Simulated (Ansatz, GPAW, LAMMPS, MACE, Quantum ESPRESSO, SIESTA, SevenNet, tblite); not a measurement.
**tblite on liquid 67SiO2-18Na2O-15SrO (mol %) at 2550 K (111 atoms): settings against a plane-wave reference**

Wanted: tblite inputs and outputs for liquid 67SiO2-18Na2O-15SrO (mol %) at 2550 K (111 atoms), checked against a plane-wave reference.

Method: the method is named at each step, in tblite 0.8.0.

### 1. Starting point

The cell holds 111 atoms: 26 Si, 14 Na, 6 Sr and 65 O. Cell: a = 12.686 Å, b = 12.686 Å, c = 12.686 Å, α = 90.0°, β = 90.0°, γ = 90.0°. 111 atoms (26 Si, 14 Na, 6 Sr, 65 O) placed at random at 2.73 g/cm³, melted at 4000 K for 10 ps at fixed volume with the Morse and Coulomb pair potential with partial charges (Pedone, Malavasi, Menziani, Cormack and Segre, J. Phys. Chem. B 110, 11780 (2006)). Snapshot at the end of a hold of 10 ps at 2550 K and zero pressure.

The yardstick, on the same geometry:

```
method                 : Kohn-Sham DFT, PBE, SSSP efficiency 1.3.0 pseudopotentials, plane waves (Quantum ESPRESSO 7.5); sssp-pbe-1.3.0-efficiency, cutoffs 60/480 Ry, Γ point
r.m.s. force component : 2.701 eV/Å
longest force          : 15.63 eV/Å
pressure               : 1.902 GPa
time                   : 34 min on 1 thread of Arm Neoverse V2, shared host
CPU time               : 34 min
```

### 2. GFN1-xTB

Method: GFN1-xTB tight binding, diagonalisation.

run.py reads:

```python
import numpy as np
from ase.io import read
from tblite.ase import TBLite

atoms = read("structure.xyz")
atoms.calc = TBLite(method="GFN1-xTB", electronic_temperature=580, accuracy=1.0, max_iterations=250, mixer_damping=0.4, verbosity=1)
energy = atoms.get_potential_energy()
forces = atoms.get_forces()
print(f"energy {energy:.6f} eV")
print("forces (eV/A)")
for i, (a, f) in enumerate(zip(atoms, forces)):
    print(f"{i:4d} {a.symbol:2s} {f[0]:10.5f} {f[1]:10.5f} {f[2]:10.5f}")
stress = -atoms.get_stress(voigt=False) * 160.21766
print("stress (GPa, compression positive)")
for row in stress:
    print(" ".join(f"{x:10.4f}" for x in row))
print("charges (e)")
print(np.array2string(atoms.get_charges(), precision=4, suppress_small=True, max_line_width=110, threshold=100000))
```

structure.xyz reads:

```xyz
111
Lattice="12.68591 0.00000 0.00000 0.00000 12.68591 0.00000 0.00000 0.00000 12.68591" Properties=species:S:1:pos:R:3 pbc="T T T"
Si 6.56724 8.94344 8.60346
Si 4.96831 10.95872 7.61548
Si 5.85670 6.81982 6.01020
Si 10.28840 2.87919 6.62674
Si 6.57739 10.92460 4.56173
Si 4.35571 12.02865 1.03352
Si 1.78161 5.72832 9.31590
Si 4.22669 8.90602 0.81076
Si 0.06698 10.59616 9.08590
Si 9.19043 4.89422 2.37150
Si 11.90433 7.63578 8.94712
Si 2.42314 9.29408 7.66229
Si 8.87240 0.78348 8.20182
Si 10.16370 5.34356 7.97779
Si 6.49468 3.39602 1.78300
Si 6.02758 8.30204 3.33018
Si 1.56519 12.55461 2.79978
Si 8.89714 8.04325 2.30896
Si 1.17649 10.06018 4.78462
Si 3.42418 1.29954 7.78293
Si 2.47172 6.28574 6.68966
Si 1.19666 8.22263 2.23132
Si 4.31841 7.23833 10.60441
Si 2.99958 1.88741 4.73248
Si 5.74253 1.06968 3.21829
Si 8.30521 4.76166 5.26262
Na 10.20620 10.46194 2.95937
Na 9.26642 8.63707 11.46565
Na 6.44419 3.50829 7.44993
Na 11.37634 2.35907 2.94503
Na 9.77982 10.33153 8.03690
Na 12.01356 1.29764 9.26642
Na 9.21669 2.16992 0.03717
Na 0.82344 3.84878 7.40730
Na 0.96324 10.88654 0.15337
Na 8.26309 4.77079 10.71084
Na 3.54698 6.27750 0.20906
Na 10.25427 11.91144 11.37901
Na 11.92970 7.89850 12.03880
Na 2.74663 11.48252 10.42782
Sr 10.90620 11.78153 5.69229
Sr 12.11923 5.11648 4.24775
Sr 2.76210 5.09187 3.52859
Sr 3.66750 3.57210 11.65962
Sr 10.08822 8.15907 5.85138
Sr 6.30211 0.72132 10.57891
O 5.47778 7.35504 4.56896
O 2.74751 12.18126 1.91824
O 1.47613 6.69689 2.18515
O 0.16035 0.50185 2.17018
O 1.71552 10.08644 8.75632
O 2.24033 5.28774 7.96498
O 4.22339 6.36769 6.19364
O 7.87376 1.83172 7.89634
O 6.12374 12.55042 4.27020
O 5.87624 10.49226 8.77966
[... 51 atom lines left out ...]
O 12.37092 9.78794 5.67289
O 6.01528 10.69460 6.33255
O 0.97174 11.41567 3.89990
O 6.81246 2.04294 2.82693
```

On the command line:

```sh
$ OMP_NUM_THREADS=1 python run.py > output.txt
```

Log:

```text
------------------------------------------------------------
  cycle        total energy    energy error   density error
------------------------------------------------------------
      1     -314.6348552433  -3.1645474E+02   1.0340297E+00
      2      4522.881322259   4.8375162E+03   3.0780634E+00
      3      2125.296745246  -2.3975846E+03   1.8173565E+00
      4     -116.9692700862  -2.2422660E+03   6.5889413E-01
      5     -102.7152011992   1.4254069E+01   7.0035937E-01
      6     -232.1763873336  -1.2946119E+02   4.2016749E-01
      7     -346.3960028145  -1.1421962E+02   2.3178619E-01
      8     -361.9271076782  -1.5531105E+01   1.8718971E-01
      9     -371.4185332290  -9.4914256E+00   1.3083827E-01
     10     -369.3203589048   2.0981743E+00   8.2337634E-02
     11     -353.8973959047   1.5422963E+01   1.4840817E-01
     12     -352.1835714423   1.7138245E+00   1.5796924E-01
     13     -363.5402480897  -1.1356677E+01   1.0443320E-01
     14     -369.6368887043  -6.0966406E+00   5.1907381E-02
     15     -371.2030765196  -1.5661878E+00   2.2631785E-02
     16     -371.2826026115  -7.9526092E-02   1.9315575E-02
     17     -371.5561154921  -2.7351288E-01   8.1365114E-03
     18     -371.5923952221  -3.6279730E-02   4.3774801E-03
     19     -371.6039462077  -1.1550986E-02   2.1604496E-03
     20     -371.6058047331  -1.8585254E-03   5.4199085E-04
     21     -371.6057495919   5.5141246E-05   2.8663267E-04
     22     -371.6056024623   1.4712961E-04   4.8607589E-04
     23     -371.6057023119  -9.9849604E-05   3.5514637E-04
     24     -371.6057861625  -8.3850616E-05   1.8218610E-04
     25     -371.6058095107  -2.3348219E-05   9.1987117E-05
     26     -371.6058153538  -5.8431326E-06   4.2140355E-05
     27     -371.6058167911  -1.4373216E-06   9.2283263E-06
     28     -371.6058167794   1.1713439E-08   8.9109971E-06
------------------------------------------------------------
 total:                                   6.220 sec
energy -10111.909329 eV
forces (eV/A)
   0 Si   -1.73890   -0.40553    0.38056
   1 Si   -0.84387    1.78588   -3.42841
   2 Si   -1.21748   -0.15370    2.14902
   3 Si   -1.03612   10.89163   -7.42967
   4 Si    0.08427    2.71551    4.60486
   5 Si   -4.63458    2.12202   -3.14390
   6 Si   -0.19617    0.62562    6.68958
   7 Si   -3.39352    0.33087    1.17049
   8 Si    1.18422   -0.78344    0.90364
   9 Si   -4.46075   -0.64601   -1.88816
  10 Si   -0.06143    2.47591    5.44926
  11 Si    3.39037    3.23469   -4.06406
  12 Si    3.61306   -1.21443    1.60595
  13 Si    1.41990    2.40385   -4.87600
  14 Si    3.07655   -3.56821   -4.63756
  15 Si   -5.74384   -2.44582   -0.47562
  16 Si   -4.06893    1.03304    3.59144
  17 Si    0.45495   -4.39977    2.95928
  18 Si   -4.75592   -0.08219    0.42257
  19 Si    9.12417    1.58734   -1.27149
  20 Si    2.26171    1.22888   -0.73531
  21 Si    1.26383    1.15818   -1.36180
  22 Si    3.64793   -1.48699    5.79313
  23 Si    1.04072    1.05906    0.84617
[...]
103 O    -6.12084   -2.17584   -2.46011
 104 O     0.16088   -1.00391    0.46736
 105 O     5.35038   -2.43179   -0.64750
 106 O     0.54935   -3.59091   -0.77222
 107 O    -1.95820    0.91381   -1.45875
 108 O    -0.32490    1.49523   -2.20427
 109 O    -0.89819   -0.47290   -0.68087
 110 O     3.97028    3.37543   -1.38906
stress (GPa, compression positive)
   -3.7233     1.1473    -0.1895
    1.1473    -1.3969    -1.0301
   -0.1895    -1.0301    -3.3313
charges (e)
[ 0.8327  0.8345  0.8496  0.7866  0.8228  0.7775  0.7788  0.8103  0.753   0.7598  0.7775  0.8577  0.6949
  0.7966  0.7918  0.8444  0.75    0.7401  0.7877  0.7451  0.831   0.7254  0.7602  0.7698  0.8351  0.8135
  0.8845  0.8609  1.0004  0.8558  0.9756  0.9068  0.8014  1.0309  0.8939  0.8994  0.9656  0.7758  0.9154
  0.9681  0.9651  1.0093  1.0139  0.9377  1.0184  0.9427 -0.4308 -0.4729 -0.8002 -0.8708 -0.4783 -0.4872
 -0.5022 -0.6986 -0.4429 -0.5062 -0.4511 -0.7473 -0.5127 -0.8765 -0.7399 -0.4761 -0.5193 -0.4724 -0.8151
 -0.7829 -0.4488 -0.4073 -0.7148 -0.7559 -0.5267 -0.8754 -0.39   -0.4938 -0.5483 -0.7667 -0.3861 -0.5184
 -0.459  -0.8018 -0.7596 -0.853  -0.8841 -0.6548 -0.4724 -0.5383 -0.6041 -0.7443 -0.5445 -0.762  -0.4418
 -0.4639 -0.7689 -0.4861 -0.5004 -0.8572 -0.459  -0.8019 -0.4336 -0.7092 -0.6102 -0.7952 -0.7612 -0.4589
 -0.4629 -0.4319 -0.4388 -0.8237 -0.4687 -0.5107 -0.4702]
```

Elapsed: 6.7 s, on 1 thread of Arm Neoverse V2, shared host; peak memory 0.15 GiB.

Banners, paths, timers and routine set-up lines are dropped from the logs unmarked, and long logs keep their key lines alone; longer cuts are marked.

Against the reference:

* r.m.s. force component: 2.616 eV/Å
* r.m.s. difference of force components: 631.5 meV/Å
* longest difference of force vectors: 3214 meV/Å
* force difference over r.m.s. force: 23.39 %
* slope of forces against the reference's: 0.9418
* correlation of force components: 0.9723
* pressure: -2.817 GPa
* pressure difference: -4.719 GPa

Length of the force difference by element (eV/Å):

| element | atoms | mean | most |
| --- | --- | --- | --- |
| Na | 14 | 0.89 | 2.3 |
| O | 65 | 0.74 | 3.2 |
| Si | 26 | 1.4 | 2.4 |
| Sr | 6 | 0.80 | 1.3 |

Local excerpt of 10 atoms (numbers count through the whole input) about Si14, picked at random; x, y, z are measured from there.

| atom | x | y | z | distance (Å) | Mulliken charge (e) | Fx | Fy | Fz (eV/Å) |
| --- | --- | --- | --- | --- | --- | --- | --- | --- |
| Si14 | 0.00 | 0.00 | 0.00 | 0.00 | 0.80 | 1.42 | 2.40 | -4.88 |
| O69 | -0.65 | -0.19 | 1.32 | 1.49 | -0.71 | -3.61 | 0.26 | 4.61 |
| O75 | 0.82 | -1.37 | -0.20 | 1.61 | -0.55 | 1.77 | 1.34 | -0.66 |
| O71 | 0.90 | 1.49 | -0.04 | 1.75 | -0.53 | -3.63 | -2.89 | -4.36 |
| O101 | -0.85 | 0.32 | -1.73 | 1.95 | -0.61 | 1.83 | 1.72 | 1.52 |
| Si4 | 0.12 | -2.46 | -1.35 | 2.81 | 0.79 | -1.04 | 10.89 | -7.43 |
| Si11 | 1.74 | 2.29 | 0.97 | 3.04 | 0.78 | -0.06 | 2.48 | 5.45 |
| O59 | -1.50 | -2.02 | -2.00 | 3.21 | -0.51 | 0.65 | -0.51 | -0.84 |
| Si26 | -1.86 | -0.58 | -2.72 | 3.34 | 0.81 | -0.77 | 0.39 | 5.45 |
| Na36 | -1.90 | -0.57 | 2.73 | 3.38 | 0.90 | -0.63 | 0.18 | 0.17 |

Atoms are counted from 1 here, from 0 in the log.

Forces lie 23 % from the reference's, at 0.0033 times its CPU time.

### 3. Results

```json
{
 "force difference from the reference": "tblite GFN1-xTB, 23 %",
 "its CPU time": "6.7 s"
}
```

In words: Tight binding differs by 23 % (tblite GFN1-xTB); it is another model, with fitted parameters of its own, and the xTB methods hold dispersion. One electronic-structure run takes under half the reference's CPU time: tblite GFN1-xTB, at 23 % in 6.7 s against 34 min; its pressure misses by -4.7 GPa. Periodic xTB results under one method name differ between programs and library versions. The reference's pressure holds the uncorrected Pulay stress of its 60 Ry basis, so small pressure differences, and their order, may be the reference's own error. The frame stands for 2550 K, but pressures are static and levels are smeared at 580 K, under the temperature of the frame, which matters where levels are partly filled. The network of bonds at the start is that of the classical potential that made the cell, and needn't be the one that DFT or experiment would give. The electronic-structure runs sample only Γ, in a cell whose shortest periodic width is 13 Å.

[Also dropped from logs without a mark: logging warnings of Python, and SIESTA's first energy breakdown and zero terms.]

[Logs are printed without paths, hosts, clocks, repeated set-up lines and the standing remarks that a program may print on its own settings, such as how far it seeks lower states.]

[Hosts, paths, dates, database ids (printed as entryN), source tags and the programs' standing remarks are cut or masked in the printed files.]
